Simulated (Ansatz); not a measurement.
**Re(0001) with 2 thermally displaced layers, 2x2: scattering by thermal displacements**

How much do lattice vibrations at 273 K scatter the electrons of Re? Layers with random displacements are laid between perfect leads, and the resistance is followed against their length.

Program: Ansatz 0.2.0. Level of theory: Ansatz plane-wave DFT, PBE, PAW files; ballistic transport by layer matching (Landauer), zero bias; PAW set soft_1. Results are calculated unless marked as measured.

This is a report of a sequence of runs, with most program output left out.

## Step 1: The starting structure

The cell holds 48 atoms: 48 Re. Cell: a = 5.522 Å, b = 5.522 Å, c = 26.749 Å, α = 90.0°, β = 90.0°, γ = 120.0°. It derives from Re. Regions: lead, 40 atoms (40 Re); scattering region, 8 atoms (8 Re). The structure is stacked along c, and the current runs across the ab planes.

## Step 2: With 2 displaced layers

Each atom of 2 layers is moved at random, by amounts drawn from a normal law 0.0351 Å wide in each direction from the Debye model (430 K) at 273 K. The layers about the cell's end stay perfect and serve as the lead. Disorder leaves little or no symmetry, which makes such runs dear. Energies from -0.05 to 0.05 eV in steps of 0.05 eV are too few for the program's thermal sum, so it prints no conductance; for a metal the transmission near the Fermi level serves, at a fraction of the cost.

input.yaml

```yaml
crystal:
  lattice:
    - [5.5216, 0.0, 0.0]
    - [-2.7608, 4.7818458695, 0.0]
    - [0.0, 0.0, 26.7492]
  atoms:
    - { symbol: Re, position: [0.1666666667, 0.3333333333, 0.0416666667] }
    - { symbol: Re, position: [0.1666666667, 0.8333333333, 0.0416666667] }
    - { symbol: Re, position: [0.6666666667, 0.3333333333, 0.0416666667] }
    - { symbol: Re, position: [0.6666666667, 0.8333333333, 0.0416666667] }
    - { symbol: Re, position: [0.3333333333, 0.1666666667, 0.125] }
    - { symbol: Re, position: [0.3333333333, 0.6666666667, 0.125] }
    - { symbol: Re, position: [0.8333333333, 0.1666666667, 0.125] }
    - { symbol: Re, position: [0.8333333333, 0.6666666667, 0.125] }
[... 36 atom lines left out ...]
    - { symbol: Re, position: [0.3333333333, 0.1666666667, 0.9583333333] }
    - { symbol: Re, position: [0.3333333333, 0.6666666667, 0.9583333333] }
    - { symbol: Re, position: [0.8333333333, 0.1666666667, 0.9583333333] }
    - { symbol: Re, position: [0.8333333333, 0.6666666667, 0.9583333333] }
kpoints:
  mp_grid: { grid: [5, 5, 1] }
hamiltonian:
  xc: pbe
  pseudopotentials: { kind: paw, azcp: { folder: soft_1 } }
scf:
  occupations: { method: fermi_dirac, width: 0.1 }
output:
  transmission:
    leads: [[0, 8]]
    kmesh: [10, 10]
    e_range: [-0.05, 0.05]
    de: 0.05
  write_potential: true
  write_density: true
  volumetric_format: npy
  elf: true
```

On the command line:

```sh
> ansatz run input.yaml --threads 4 --pin off --max-ram 15360MiB --backend cpu --events-out ev --progress --plain --runs-dir out
```

The job ended after 9.5 min (4 threads of Arm Neoverse V2, shared host; peak memory 6.5 GiB; 35 min of CPU time).

Numbers from this step:

| Quantity | Value |
| --- | --- |
| free energy | -521726.5453 eV |
| energy at zero smearing | -521725.8784 eV |
| Fermi energy | 24.05 eV |
| cell area | 26.40 Å² |
| transmission per spin nearest the Fermi level | 5.166 |
| open channels per spin nearest the Fermi level | 5.38 |
| step of the lead's potential | 5.8 meV |

Per spin. Table of transmission, zone mean by energy, zero at the Fermi level:

```csv
energy (eV),"transmission, zone mean"
-0.0500,5.08
0.0000,5.17
0.0500,4.92
```

Per spin. The open channels, zone mean, lead by energy, zero at the Fermi level:

```csv
energy (eV),"open channels, zone mean, lead"
-0.0500,5.32
0.0000,5.38
0.0500,5.14
```

Transmission over k1 and k2. At 0.0000 eV from the Fermi level.

Values, 10 rows by 10 columns:
```
 3.9  5.7  3.8  2.9  3.9  5.7  3.9  3.9  3.9  3.9
 4.6  3.9  3.9  3.8  3.8  3.9  3.9  4.7  3.8  3.9
 4.6  2.9  3.8  9.5  9.8  9.5  3.8  2.9  4.7  3.8
 3.8  3.8  3.7  9.8 10.6 10.7  9.8  3.8  3.8  3.8
 3.8  5.6  3.8  9.6 10.5  9.9 10.5  9.6  3.8  5.6
 3.8  3.8  3.8  3.8  9.8 10.7 10.6  9.8  3.7  3.8
 4.6  3.8  4.7  2.9  3.8  9.5  9.8  9.5  3.8  2.9
 4.6  3.9  3.8  4.7  3.9  3.9  3.8  3.8  3.9  3.9
 3.9  3.9  3.9  3.9  3.9  5.7  3.9  2.9  3.8  5.7
 3.9  3.9  4.6  4.7  3.9  3.9  3.9  4.7  4.6  3.9
```
Columns: k1 (b1) from -0.5 to 0.4; rows upwards: k2 (b2) from -0.5 to 0.4.

Open channels over k1 and k2. At 0.0000 eV from the Fermi level.

Values, 10 rows by 10 columns:
```
 4.0  6.0  4.0  3.0  4.0  6.0  4.0  4.0  4.0  4.0
 5.0  4.0  4.0  4.0  4.0  4.0  4.0  5.0  4.0  4.0
 5.0  3.0  4.0 10.0 10.0 10.0  4.0  3.0  5.0  4.0
 4.0  4.0  4.0 10.0 11.0 11.0 10.0  4.0  4.0  4.0
 4.0  6.0  4.0 10.0 11.0 10.0 11.0 10.0  4.0  6.0
 4.0  4.0  4.0  4.0 10.0 11.0 11.0 10.0  4.0  4.0
 5.0  4.0  5.0  3.0  4.0 10.0 10.0 10.0  4.0  3.0
 5.0  4.0  4.0  5.0  4.0  4.0  4.0  4.0  4.0  4.0
 4.0  4.0  4.0  4.0  4.0  6.0  4.0  3.0  4.0  6.0
 4.0  4.0  5.0  5.0  4.0  4.0  4.0  5.0  5.0  4.0
```
Columns: k1 (b1) from -0.5 to 0.4; rows upwards: k2 (b2) from -0.5 to 0.4.

Electrostatic potential energy in the ca plane at fractional y = 0.166, with atoms of Re within 0.2 Å of it. With pseudopotentials it is smooth inside the atoms' cores, unlike the true potential.

Ten even steps from '0' (-52 eV) to '9' (24 eV), each cell a mean:
```
98999743479998999732479988899843479998999853
99998400159999998400158999999510048999999620
99998400159999998400058999999510038999999610
99999521369999999621369999999631258999999731
87899865789987899876799987899875689987899975
65799999999865689999999976789999999975689999
65799999999865789999999976789999999975689999
87899865789987899865689988899875689987899975
99999521269999999621259999999621258999999731
99998400159999998500048999999510038999999510
99998400159999999510148999999510148999999620
88999743579988999743479998999853479998899853
76799987899976799987899976799987899976789987
65799999999865689999999865689999999975689999
76799988899976799987899876799988899976789988
```
Columns run along c (16.0 Å, from fractional 0.20 to 0.80 of the cell; values clipped at the 3rd and 97th percentile), rows up along a (5.5 Å). Atoms in or near the plane, at fractional coordinates: Re at (0.29, 0.33), Re at (0.29, 0.83), Re at (0.46, 0.33), Re at (0.46, 0.85), Re at (0.62, 0.33), Re at (0.62, 0.83), Re at (0.79, 0.33), Re at (0.79, 0.83).

ELF in the ca plane at fractional y = 0.166, with atoms of Re within 0.2 Å of it. It is the smooth field of the valence electrons, not physical close to the nuclei.

Ten even steps from '0' (0.23) to '9' (0.70), each cell a mean:
```
00131278612200132279722200022158721310022158
22331698941432341597951431341498961332242398
32331796951432341696951432341496971342341396
11231499822311231389821310131289941321132279
11112134212111112123212101012124312211112124
34102211221024201211121014201211122014301221
34102211221024201211122013101211122014301221
01012034212101012024302200012024302201012124
11231499832321231399941321232289941321132289
32431796951432341595961432341595971342341496
21331698941421341498951431341498961331242398
11121268512211122158622310122158621211122148
23102111112023102112112012102111112113202211
35202322231035202322232025201322232015301322
22102111112013102112112024202101112013102201
```
Columns run along c (16.0 Å, from fractional 0.20 to 0.80 of the cell), rows up along a (5.5 Å). Atoms in or near the plane, at fractional coordinates: Re at (0.29, 0.33), Re at (0.29, 0.83), Re at (0.46, 0.33), Re at (0.46, 0.85), Re at (0.62, 0.33), Re at (0.62, 0.83), Re at (0.79, 0.33), Re at (0.79, 0.83).

Valence density in the ca plane at fractional y = 0.166, with atoms of Re within 0.2 Å of it. It is the smooth field of the valence electrons, not physical close to the nuclei.

Values in e/Å³, 8 rows by 16 columns, each cell a mean:
```
0.5 0.6 4.0 1.5 0.4 0.4 2.7 3.4 0.5 0.5 0.9 4.2 0.9 0.4 0.4 3.2
0.4 0.7 5.6 2.1 0.4 0.4 3.4 4.2 0.4 0.4 1.2 5.9 1.2 0.4 0.4 4.4
0.9 0.4 1.2 0.6 0.8 0.6 0.7 0.8 0.5 0.8 0.5 1.3 0.5 0.9 0.5 1.0
1.2 0.4 0.5 0.4 1.0 0.7 0.4 0.5 0.5 1.0 0.4 0.6 0.4 1.1 0.6 0.5
0.5 0.6 4.0 1.5 0.4 0.4 2.3 3.3 0.4 0.4 0.9 4.2 0.9 0.4 0.4 3.2
0.4 0.7 5.6 2.1 0.4 0.4 3.2 4.6 0.5 0.3 1.2 5.9 1.2 0.4 0.4 4.4
0.9 0.4 1.2 0.6 0.8 0.6 0.8 1.0 0.5 0.8 0.4 1.3 0.5 0.9 0.5 1.0
1.2 0.4 0.5 0.4 1.0 0.7 0.5 0.6 0.6 1.2 0.4 0.6 0.4 1.1 0.6 0.5
```
Columns run along c (16.0 Å, from fractional 0.20 to 0.80 of the cell), rows up along a (5.5 Å). Atoms in or near the plane, at fractional coordinates: Re at (0.29, 0.33), Re at (0.29, 0.83), Re at (0.46, 0.33), Re at (0.46, 0.85), Re at (0.62, 0.33), Re at (0.62, 0.83), Re at (0.79, 0.33), Re at (0.79, 0.83).

Over the solved energies the transmission per spin lies between 4.92 and 5.17, out of 5.28 channels of the lead on average (up to 5.38).

## Step 3: With 6 displaced layers

Each atom of 6 layers is moved at random, by amounts drawn from a normal law 0.0351 Å wide in each direction from the Debye model (430 K) at 273 K. A fresh draw is used; the growth of the resistance with length is what counts.

System of this step: Re(0001) with 6 thermally displaced layers, 2x2. The cell holds 64 atoms: 64 Re. Its edges and angles: a = 5.522 Å, b = 5.522 Å, c = 35.666 Å, α = 90.0°, β = 90.0°, γ = 120.0°. It derives from Re. Regions: lead, 40 atoms (40 Re); scattering region, 24 atoms (24 Re). The structure is stacked along c, and the current runs across the ab planes.

input.yaml

```yaml
crystal:
  lattice:
    - [5.5216, 0.0, 0.0]
    - [-2.7608, 4.7818458695, 0.0]
    - [0.0, 0.0, 35.6656]
  atoms:
    - { symbol: Re, position: [0.1666666667, 0.3333333333, 0.03125] }
    - { symbol: Re, position: [0.1666666667, 0.8333333333, 0.03125] }
    - { symbol: Re, position: [0.6666666667, 0.3333333333, 0.03125] }
    - { symbol: Re, position: [0.6666666667, 0.8333333333, 0.03125] }
    - { symbol: Re, position: [0.3333333333, 0.1666666667, 0.09375] }
    - { symbol: Re, position: [0.3333333333, 0.6666666667, 0.09375] }
    - { symbol: Re, position: [0.8333333333, 0.1666666667, 0.09375] }
    - { symbol: Re, position: [0.8333333333, 0.6666666667, 0.09375] }
[... 52 atom lines left out ...]
    - { symbol: Re, position: [0.3333333333, 0.1666666667, 0.96875] }
    - { symbol: Re, position: [0.3333333333, 0.6666666667, 0.96875] }
    - { symbol: Re, position: [0.8333333333, 0.1666666667, 0.96875] }
    - { symbol: Re, position: [0.8333333333, 0.6666666667, 0.96875] }
kpoints:
  mp_grid: { grid: [5, 5, 1] }
hamiltonian:
  xc: pbe
  pseudopotentials: { kind: paw, azcp: { folder: soft_1 } }
scf:
  occupations: { method: fermi_dirac, width: 0.1 }
output:
  transmission:
    leads: [[0, 8]]
    kmesh: [10, 10]
    e_range: [-0.05, 0.05]
    de: 0.05
  write_potential: true
  write_density: true
  volumetric_format: npy
```

Run time: 15 min. Hardware: 4 threads; peak memory 10 GiB; 56 min of CPU time.

This step gave:

```
free energy                                   : -695635.0439 eV
energy at zero smearing                       : -695634.1697 eV
Fermi energy                                  : 24.06 eV
transmission per spin nearest the Fermi level : 4.614
step of the lead's potential                  : 4.4 meV
```

Per spin. Table of transmission, zone mean by energy, zero at the Fermi level:

```csv
energy (eV),"transmission, zone mean"
-0.0500,4.54
0.0000,4.61
0.0500,4.48
```

Over the solved energies the transmission per spin lies between 4.48 and 4.61, out of 5.28 channels of the lead on average (up to 5.38).

## Step 4: With 10 displaced layers

Each atom of 10 layers is moved at random, by amounts drawn from a normal law 0.0351 Å wide in each direction from the Debye model (430 K) at 273 K. A fresh draw is used; the growth of the resistance with length is what counts.

System of this step: Re(0001) with 10 thermally displaced layers, 2x2. The cell holds 80 atoms: 80 Re. Its edges and angles: a = 5.522 Å, b = 5.522 Å, c = 44.582 Å, α = 90.0°, β = 90.0°, γ = 120.0°. It derives from Re. Regions: lead, 40 atoms (40 Re); scattering region, 40 atoms (40 Re). The structure is stacked along c, and the current runs across the ab planes.

input.yaml

```yaml
crystal:
  lattice:
    - [5.5216, 0.0, 0.0]
    - [-2.7608, 4.7818458695, 0.0]
    - [0.0, 0.0, 44.582]
  atoms:
    - { symbol: Re, position: [0.1666666667, 0.3333333333, 0.025] }
    - { symbol: Re, position: [0.1666666667, 0.8333333333, 0.025] }
    - { symbol: Re, position: [0.6666666667, 0.3333333333, 0.025] }
    - { symbol: Re, position: [0.6666666667, 0.8333333333, 0.025] }
    - { symbol: Re, position: [0.3333333333, 0.1666666667, 0.075] }
    - { symbol: Re, position: [0.3333333333, 0.6666666667, 0.075] }
    - { symbol: Re, position: [0.8333333333, 0.1666666667, 0.075] }
    - { symbol: Re, position: [0.8333333333, 0.6666666667, 0.075] }
[... 68 atom lines left out ...]
    - { symbol: Re, position: [0.3333333333, 0.1666666667, 0.975] }
    - { symbol: Re, position: [0.3333333333, 0.6666666667, 0.975] }
    - { symbol: Re, position: [0.8333333333, 0.1666666667, 0.975] }
    - { symbol: Re, position: [0.8333333333, 0.6666666667, 0.975] }
kpoints:
  mp_grid: { grid: [5, 5, 1] }
hamiltonian:
  xc: pbe
  pseudopotentials: { kind: paw, azcp: { folder: soft_1 } }
scf:
  occupations: { method: fermi_dirac, width: 0.1 }
output:
  transmission:
    leads: [[0, 8]]
    kmesh: [10, 10]
    e_range: [-0.05, 0.05]
    de: 0.05
  write_potential: true
  write_density: true
  volumetric_format: npy
```

Elapsed: 25 min, on 4 threads; peak memory 8.4 GiB.

This step gave:

| Item | Value |
| --- | --- |
| free energy | -869543.5655 eV |
| energy at zero smearing | -869542.4809 eV |
| Fermi energy | 24.05 eV |
| transmission per spin nearest the Fermi level | 4.215 |
| step of the lead's potential | 1.6 meV |

Per spin. The transmission, zone mean by energy, zero at the Fermi level:

```csv
energy (eV),"transmission, zone mean"
-0.0500,4.13
0.0000,4.22
0.0500,4.00
```

Over the solved energies the transmission per spin lies between 4.00 and 4.22, out of 5.26 channels of the lead on average (up to 5.38).

## Step 5: The fit

This step: Ansatz plane-wave DFT, PBE, PAW files; ballistic transport by layer matching (Landauer), zero bias; resistivity from the slope of the area resistance; PAW set soft_1 (Ansatz 0.2.0).

Numbers from this step:

```yaml
resistivity: 8.506 µΩ cm
intercept: -0.009116 fΩ m²
scatter_about_the_fit: 1.85e-5 fΩ m²
```

Resistance, by row:

```csv
run,length (Å),T,channels N,RA (fΩ m²)
n2,4.458,5.055,5.28,0.02879
n6,13.37,4.543,5.28,0.1047
n10,22.29,4.114,5.26,0.1805
```

Table of area resistance by length of the displaced region:

```csv
length of the displaced region (Å),area resistance (fΩ m²)
4.46,0.0288
13.37,0.105
22.29,0.180
```

The area resistance goes from 0.029 to 0.18 fΩ m² between 4.5 and 22.3 Å, a slope of 8.5 µΩ cm.

By hand from the end points: (0.1805 − 0.02879) fΩ m² / (22.29 − 4.46) Å = 8.5 µΩ cm, since 1 fΩ m² per Å is 1000 µΩ cm.

## Step 6: Outcome

```json
{
  "resistivity from the slope": "8.51 µΩ cm",
  "area resistance over 4.46 Å": "0.0288 fΩ m²",
  "area resistance over 13.4 Å": "0.105 fΩ m²",
  "area resistance over 22.3 Å": "0.180 fΩ m²"
}
```

What this shows: The slope gives 8.5 µΩ cm. The points scatter by 1.9e-5 fΩ m² about the line, with one random draw a length in a 2x2 cell, so the slope is a rough value. The mean square of the displacements drawn is 0.73, 0.99 and 0.93 of the nominal one at the three lengths; with each resistance scaled back by that, the slope is 8.7 µΩ cm, the value used below. The current runs along the hexagonal axis, while the measured value below is not for that direction. Read with a model of isotropic scattering on a spherical Fermi surface and the lead's 1.5×10¹⁵ S/m², this slope means a mean free path near 62 Å; over these lengths the model's slope is 1.12 times its bulk resistivity, which would be 7.8 µΩ cm. Uncorrelated displacements put too much weight on short waves, which scatter strongly; with the sideways repeat of a small cell, one draw and three short lengths, the method is good to a factor of two or three. The measured value is 17.2 µΩ cm (CRC Handbook of Chemistry and Physics, 84th ed., 2003, Electrical Resistivity of Pure Metals); the scaled slope is 0.51 times that and the corrected value 0.45: low. Spin-orbit coupling is left out, which matters for Re.

[Logs are printed without paths, hosts, clocks, repeated set-up lines and the standing remarks that a program may print on its own settings, such as how far it seeks lower states.]

[Hosts, paths, dates, database ids (printed as entryN), source tags and the programs' standing remarks are cut or masked in the printed files.]
